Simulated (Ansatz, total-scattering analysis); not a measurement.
# How far in Q? Transforms of one S(Q) of CaAl2O4

One neutron S(Q) of CaAl2O4 at 2200 K, fixed volume (mean pressure 2.5 GPa), simulated by ab initio molecular dynamics with Ansatz (PBE, plane waves, PAW set soft_1, Langevin thermostat, no spin, fixed volume), is transformed to G(r) = (2/π)∫Q[S − 1]M(Q) sin(Qr) dQ with several cuts, with and without the Lorch function M = sin(πQ/Qmax)/(πQ/Qmax). It is a slowly flowing liquid in this small cell, which says little of the real melt's fluidity. First peaks of the pair functions: Al–O 1.76 Å, Ca–O 2.26 Å, O–O 2.85 Å, Al–Al 3.15 Å.

| r (Å) | Qmax 8 | Qmax 20 | Qmax 12 |
| --- | --- | --- | --- |
| 0.80 | -0.61 | -0.73 | -0.80 |
| 0.92 | -0.71 | -0.85 | -0.96 |
| 1.04 | -0.96 | -0.88 | -0.85 |
| 1.16 | -1.25 | -1.10 | -0.86 |
| 1.28 | -1.39 | -1.12 | -1.25 |
| 1.40 | -1.19 | -1.24 | -1.56 |
| 1.52 | -0.63 | -1.40 | -1.06 |
| 1.64 | 0.05 | -0.03 | 0.18 |
| 1.76 | 0.54 | 1.53 | 1.07 |
| 1.88 | 0.56 | 0.78 | 0.80 |
| 2.00 | 0.12 | -0.61 | -0.23 |
| 2.12 | -0.52 | -0.82 | -0.98 |
| 2.24 | -1.00 | -0.78 | -0.98 |
| 2.36 | -1.02 | -0.75 | -0.63 |
| 2.48 | -0.56 | -0.42 | -0.33 |
| 2.60 | 0.14 | 0.04 | -0.01 |
| 2.72 | 0.77 | 0.60 | 0.52 |
| 2.84 | 1.08 | 1.02 | 1.03 |
| 2.96 | 1.03 | 1.05 | 1.14 |
| 3.08 | 0.73 | 0.81 | 0.81 |
| 3.20 | 0.36 | 0.45 | 0.38 |
| 3.32 | 0.07 | 0.08 | 0.07 |
| 3.44 | -0.14 | -0.21 | -0.15 |
| 3.56 | -0.29 | -0.38 | -0.36 |
| 3.68 | -0.40 | -0.43 | -0.47 |
| 3.80 | -0.46 | -0.40 | -0.43 |
| 3.92 | -0.44 | -0.36 | -0.33 |
| 4.04 | -0.32 | -0.32 | -0.27 |
| 4.16 | -0.14 | -0.17 | -0.20 |
| 4.28 | 0.02 | 0.01 | -0.05 |
| 4.40 | 0.11 | 0.08 | 0.12 |
| 4.52 | 0.12 | 0.12 | 0.16 |
| 4.64 | 0.10 | 0.12 | 0.10 |
| 4.76 | 0.10 | 0.11 | 0.09 |
| 4.88 | 0.15 | 0.19 | 0.18 |
| 5.00 | 0.23 | 0.24 | 0.26 |
| 5.12 | 0.29 | 0.24 | 0.26 |

One more transform gave, r in Å and G: 0.80 -0.72, 0.92 -0.82, 1.04 -0.94, 1.16 -1.04, 1.28 -1.15, 1.40 -1.25, 1.52 -0.96, 1.64 0.02, 1.76 0.87, 1.88 0.60, 2.00 -0.27, 2.12 -0.75, 2.24 -0.78, 2.36 -0.67, 2.48 -0.39, 2.60 0.07, 2.72 0.56, 2.84 0.91, 2.96 0.97, 3.08 0.77, 3.20 0.45, 3.32 0.11, 3.44 -0.17, 3.56 -0.34, 3.68 -0.41, 3.80 -0.40, 3.92 -0.36, 4.04 -0.29, 4.16 -0.16, 4.28 -0.02, 4.40 0.07.

**Question.** Which cut and window is it, among Qmax = 8, 12, 20 and 30 Å⁻¹?

| transform | first maximum (Å) | G (Å⁻²) | width at half height over the −4πρ₀r line (Å) | ripple below it (Å⁻²) |
| --- | --- | --- | --- | --- |
| Qmax 8 | 1.82 | 0.62 | 0.61 | 0.12 |
| Qmax 20 | 1.78 | 1.61 | 0.30 | 0.04 |
| Qmax 20, Lorch | 1.78 | 0.93 | 0.44 | 0.00 |
| Qmax 12 | 1.78 | 1.12 | 0.41 | 0.12 |

A bare cut folds each peak with a function of width 3.8/Qmax and leaves ripples of period 2π/Qmax; the Lorch function folds with 5.4/Qmax and quenches the ripples. These are rough widths of the folding function; the peak's own width and neighbouring peaks enter the table too. The unknown is Qmax 20, Lorch: ripple period 0.31 Å, resolution width 0.27 Å.
